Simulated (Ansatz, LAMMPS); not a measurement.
# Glassy 69SiO2-19Al2O3-6SrO-6Li2O (mol %) (106 atoms): a single point, part 2 of 2

Aim: energy, forces, charges and density of states of glassy 69SiO2-19Al2O3-6SrO-6Li2O (mol %) (106 atoms) at a fixed geometry.

Ansatz 0.2.0; Kohn-Sham DFT, PBE, PAW (set soft_2), plane waves.

The cell: 22 Si, 12 Al, 2 Sr, 4 Li and 66 O. The quench rate of 50 K/ps is many orders above laboratory rates. The network of bonds at the start is that of the classical potential that made the cell. The Brillouin zone is sampled at Γ only, in a cell whose shortest periodic width is 11 Å.

So far. Step 3 (Plane-wave single point): Valence density in the ac plane at fractional y = 0.026, with atoms of Si and Al and Li and O within 0.2 Å of it. It is the smooth field of the valence electrons, not physical close to the nuclei.

### Step 3. Plane-wave single point (continued)

Electrostatic potential energy in the ac plane at fractional y = 0.026, with atoms of Si and Al and Li and O within 0.2 Å of it. With pseudopotentials it is smooth inside the atoms' cores, unlike the true potential.

Ten even steps from '_' (-39 eV) to '@' (11 eV), each cell a mean:
```
@@@@@@--____**@@@@@@@@@@@@@@@@@@@@@@@@%%++====::--##%%@@@@@@
@@@@@@**--==%%@@@@@@@@@@@@@@@@@@%%%%%%**::::**%%%%%%@@@@@@@@
@@%%##**++**##%%@@@@@@@@@@@@%%##**++**##++++%%@@@@@@@@@@@@@@
@@%%****##**++##@@@@@@@@@@@@##++++**++**%%@@@@@@@@@@@@@@@@@@
==++++**##**++##@@@@@@@@@@@@##++**##**++%%@@@@@@@@@@@@@@%%++
__..****++++##%%@@@@@@@@%%####**++++++##%%@@@@@@@@@@%%%%++__
__--%%%%##%%%%@@@@@@%%%%##==++########%%@@@@@@@@@@%%##**++..
##%%@@@@@@@@@@@@@@%%%%%%##**##@@@@@@@@@@@@@@@@@@%%##**++**##
@@@@@@%%%%%%@@@@@@%%%%%%%%%%@@@@@@@@@@@@@@@@@@@@##******##%%
@@@@%%%%####%%@@##--::**%%%%@@@@@@@@@@@@@@@@@@##::__--##%%%%
@@@@##==::==##%%==____::%%%%@@@@@@@@@@@@@@@@@@**..__--%%@@@@
@@@@##==..--##%%**::::++%%%%%%%%@@@@@@@@@@@@@@%%**++##%%@@@@
%%%%%%##****%%@@@@%%%%%%%%######%%@@@@@@@@@@@@%%########%%@@
--==%%%%%%%%@@@@@@@@@@%%**--::==**%%@@@@@@@@@@%%##****##%%**
==++%%%%%%%%@@@@@@@@%%##--______==##%%@@@@@@@@##**####%%%%##
%%%%##****##%%@@@@@@%%##::______--##%%@@@@@@++..__==%%@@@@@@
%%##++++++**%%@@@@@@%%%%++::..--**%%%%@@@@@@==____==@@@@@@@@
%%##++++++**%%@@@@@@@@%%%%######%%%%@@@@@@@@%%++++%%@@@@@@@@
@@%%##****##%%@@@@@@@@@@@@@@@@@@@@@@@@@@@@@@@@@@@@@@@@@@@@@@
@@@@@@%%%%%%%%%%%%##**%%@@@@@@@@@@@@@@@@@@@@@@@@@@@@@@@@@@@@
@@@@@@@@@@%%##****--::++@@@@@@@@@@@@@@@@@@@@%%%%%%@@@@@@@@@@
@@@@@@@@@@##++==++====##@@@@@@@@@@@@@@@@@@##++--==##@@@@@@@@
@@@@@@@@%%##**++**%%%%@@@@@@@@@@@@@@@@@@%%++______==%%@@@@@@
@@@@@@**::::**%%%%@@@@@@@@@@@@@@@@@@@@@@%%++______--%%@@@@@@
```
Columns run along a (10.8 Å; values clipped at the 3rd and 97th percentile), rows up along c (10.8 Å). Atoms in or near the plane, at fractional coordinates: Si at (0.78, 0.03), Al at (0.57, 0.81), Al at (0.14, 0.82), Li at (0.15, 0.53), O at (0.33, 0.55), O at (0.15, 0.98), O at (0.00, 0.75), O at (0.79, 0.32).

Mean Löwdin charges: Al +1.33, Li +0.83, O -0.83, Si +1.74, Sr +1.87 e (they miss 1.2 % of the electrons, so they add up to more than the cell's charge). The largest share in the top eV of filled states is O p (97 % of the projected weight), and in the lowest eV of empty states O s (27 % of the projected weight).

### Step 4. Structure statistics

These statistics describe the geometry on which the runs were made.

Density 2.87 g/cm³, 12.02 Å³ an atom.

g(r), total and by pair (bins of 0.2 Å):

```csv
r (Å),total,O-O,O-Si,O-Al,O-Li,O-Sr,Si-Si
1.40,0.04,0.00,0.16,0.00,0.00,0.00,0.00
1.60,3.02,0.00,10.43,2.31,0.00,0.00,0.00
1.80,1.28,0.00,1.14,6.64,1.09,0.00,0.00
2.00,0.23,0.00,0.00,0.63,3.00,0.00,0.00
2.20,0.15,0.04,0.00,0.54,1.17,0.00,0.00
2.40,0.32,0.57,0.06,0.12,0.99,0.66,0.00
2.60,1.50,3.46,0.05,0.10,0.57,3.39,0.00
2.80,1.23,2.46,0.09,0.16,0.73,1.96,0.00
3.00,0.94,1.13,0.38,0.42,0.87,1.26,1.82
3.20,1.13,0.83,0.77,0.70,0.77,0.00,3.52
3.40,0.73,0.54,0.87,0.71,1.00,1.01,0.55
3.60,1.03,0.76,1.27,1.84,1.04,0.31,0.48
3.80,1.01,0.55,1.88,1.15,0.79,1.07,0.43
4.00,1.19,0.60,1.84,1.29,1.82,0.99,1.96
4.20,1.13,0.84,1.46,1.50,1.19,2.19,0.82
4.40,1.03,0.84,1.14,1.45,1.09,0.60,1.31
4.60,0.94,1.14,0.65,0.97,0.92,0.91,0.90
4.80,0.93,1.25,0.68,0.53,1.25,1.33,0.45
5.00,1.04,1.48,0.67,0.61,0.91,0.46,0.84
5.20,1.00,1.29,0.83,0.68,0.57,1.70,0.77
```

Bonds by pair of elements; cutoffs follow the first minimum of g(r), held within bounds set by covalent radii, and pairs that aren't listed don't count as bonded:

```csv
pair A-B,cutoff (Å),bonds,mean length (Å),spread (Å),shortest (Å),B about A,A about B
O-Si,2.08,88,1.62,0.063,1.5,1.33,4
O-Al,2.19,49,1.79,0.123,1.64,0.742,4.08
O-Li,2.27,10,1.99,0.119,1.87,0.152,2.5
O-Sr,3.23,14,2.74,0.191,2.44,0.212,7
```

The cutoff for O-Li falls short of the minimum of g(r), so counts run low and odd coordinations can be artefacts.

How many atoms have how many bonded neighbours:

```csv
element,mean,1,2,3,4,5,6,8
Al,4.08,0,0,0,11,1,0,0
Li,2.5,1,1,1,1,0,0,0
O,2.44,1,37,26,2,0,0,0
Si,4,0,0,0,22,0,0,0
Sr,7,0,0,0,0,0,1,1
```

Bond angles, per cent of each kind in bins of 5°:

```csv
angle (°),O-Si-O,O-Al-O,O-Sr-O,Al-O-Si,Si-O-Si
50–55,0.0,0.0,9.3,0.0,0.0
55–60,0.0,0.0,9.3,0.0,0.0
60–65,0.0,0.0,9.3,0.0,0.0
65–70,0.0,0.0,0.0,0.0,0.0
70–75,0.0,2.6,0.0,0.0,0.0
75–80,0.0,1.3,4.7,0.0,0.0
80–85,0.0,2.6,0.0,0.0,0.0
85–90,0.0,4.0,4.7,2.3,0.0
90–95,0.8,5.3,7.0,2.3,0.0
95–100,12.9,7.9,4.7,4.7,0.0
100–105,20.5,23.7,7.0,2.3,0.0
105–110,22.0,15.8,11.6,0.0,0.0
110–115,19.7,13.2,2.3,0.0,0.0
115–120,14.4,9.2,2.3,7.0,0.0
120–125,4.5,4.0,0.0,7.0,11.5
125–130,3.8,4.0,4.7,14.0,0.0
130–135,1.5,0.0,2.3,7.0,7.7
135–140,0.0,2.6,0.0,7.0,7.7
140–145,0.0,0.0,7.0,11.6,7.7
145–150,0.0,0.0,4.7,14.0,7.7
150–155,0.0,0.0,4.7,7.0,15.4
155–160,0.0,0.0,0.0,2.3,11.5
160–165,0.0,0.0,2.3,2.3,15.4
165–170,0.0,1.3,2.3,4.7,11.5
170–175,0.0,1.3,0.0,4.7,0.0
175–180,0.0,1.3,0.0,0.0,3.9
```

Bond angles (no mean is given where the spread exceeds 20°):

```csv
angle,count,mean (°),spread (°)
O-Si-O,132,109,8.2
O-Al-O,76,108,18.1
O-Sr-O,43,-,-
Al-O-Si,43,-,-
Si-O-Si,26,149,14.6
```

Oxygen atoms by the number of network formers (Si, P, Ge, B, Al, As, Ga) bound to them:

```csv
network formers bound to O,O atoms,per cent
0,0,0
1,2,3
2,57,86.4
3,7,10.6
```

Network units: each former by its oxygen neighbours and how many of them bridge to another former:

```csv
former,O neighbours,bridging O,atoms
Si,4,3,2
Si,4,4,20
Al,4,4,11
Al,5,5,1
```

Bond length by coordination (bonds to H left out):

```csv
element,coordination,atoms,mean bond length (Å)
Al,4,11,1.78
Al,5,1,1.93
Li,1,1,1.88
Li,2,1,1.95
Li,3,1,1.94
Li,4,1,2.07
O,1,1,1.51
O,2,37,1.64
O,3,26,1.91
O,4,2,2.06
Sr,6,1,2.71
Sr,8,1,2.77
```

Rings of the network by King's shortest-path rule, up to 12 atoms, one path for each pair of neighbours; H, halogens, alkali and alkaline-earth atoms are left out, and the last column divides by all other atoms, bonded or not:

```csv
ring size (atoms),rings,per network atom
4,2,0.02
6,4,0.04
8,10,0.1
10,19,0.19
12,22,0.22
```

For some of the pairs, g(r) has its first main peak near 2.7 Å (O-O), 1.6 Å (O-Si), 1.8 Å (O-Al), 1.9 Å (O-Li), 2.7 Å (O-Sr) and 3.1 Å (Si-Si). The O-Si-O angle averages 109° with a spread of 8°. 86 % of the oxygens bridge two formers (Si and Al) and 3 % are non-bridging; 11 % join three. The commonest Si unit has 4 oxygens, 4 of them shared with other formers (20 of 22 atoms). Rings of 12 atoms are the most common (39 % of those counted); sizes run from 4 to 12, where the search stops.

Local excerpt of 13 atoms (numbers count through the whole input) about Si11, which bears the longest force; x, y, z are measured from there.

```csv
atom,x,y,z,distance (Å),bonds,Löwdin charge (e),Fx,Fy,Fz (eV/Å)
Si11,0.00,0.00,0.00,0.00,4,1.73,3.66,-1.19,-4.54
O60,-1.51,0.24,-0.13,1.53,2,-0.78,-4.37,1.60,0.14
O49,0.73,-0.12,1.37,1.56,3,-0.77,1.61,-0.90,3.82
O74,0.92,1.11,-0.76,1.63,2,-0.81,0.41,2.24,-0.27
O58,0.25,-1.46,-0.69,1.64,3,-0.88,0.41,-0.21,0.85
Al30,0.66,-2.28,1.11,2.62,5,1.30,1.99,0.69,-1.92
O81,-0.99,-2.11,1.28,2.66,3,-0.88,-0.98,-0.76,-0.33
Li39,-1.58,-2.11,-0.86,2.78,4,0.81,0.79,-0.12,0.43
Al26,2.42,0.60,-1.65,2.99,4,1.35,-2.09,-2.31,0.93
Si15,1.56,0.80,2.53,3.08,4,1.76,-2.78,0.66,-0.96
Si8,-2.94,0.44,-0.85,3.10,4,1.78,-1.06,1.87,1.04
O78,-2.14,-0.21,2.50,3.30,2,-0.86,-0.66,3.22,0.62
O90,1.61,0.03,-3.03,3.43,2,-0.85,-0.62,-0.06,-3.12
```

The column of bonds counts only the pairs O-Si within 2.08 Å, O-Al within 2.19 Å, O-Li within 2.27 Å, O-Sr within 3.23 Å; other neighbours, such as metal atoms beside each other in a compound, aren't counted, and periodic images can show an atom twice.

### Step 5. Summary of results

```
free energy per atom                             : -621.7812 eV/atom
pressure                                         : 7.313 GPa
r.m.s. force component                           : 1.423 eV/Å
gap (highest filled to lowest empty level) : 3.152 eV
wall time of the 1 DFT run                       : 34 s
```

In words: Between filled and empty levels lie 3.15 eV (at Γ alone); a semilocal functional tends to put such gaps too low. In a disordered cell it changes from sample to sample, and tail or defect levels can set it. 86 % of the oxygens bridge two formers (Si and Al) and 3 % are non-bridging; 11 % join three.

**Limits.** The force components of 1.4 eV/Å r.m.s. hold both thermal displacement and the mismatch between the potential that made the cell and DFT. The pressure of 7.3 GPa is that of one thermal frame, in which the classical model's bond lengths enter as well as the volume, without the kinetic term.

[Logs are printed without paths, hosts, clocks, repeated set-up lines and the standing remarks that a program may print on its own settings, such as how far it seeks lower states.]

[Hosts, paths, dates, database ids (printed as entryN), source tags and the programs' standing remarks are cut or masked in the printed files.]
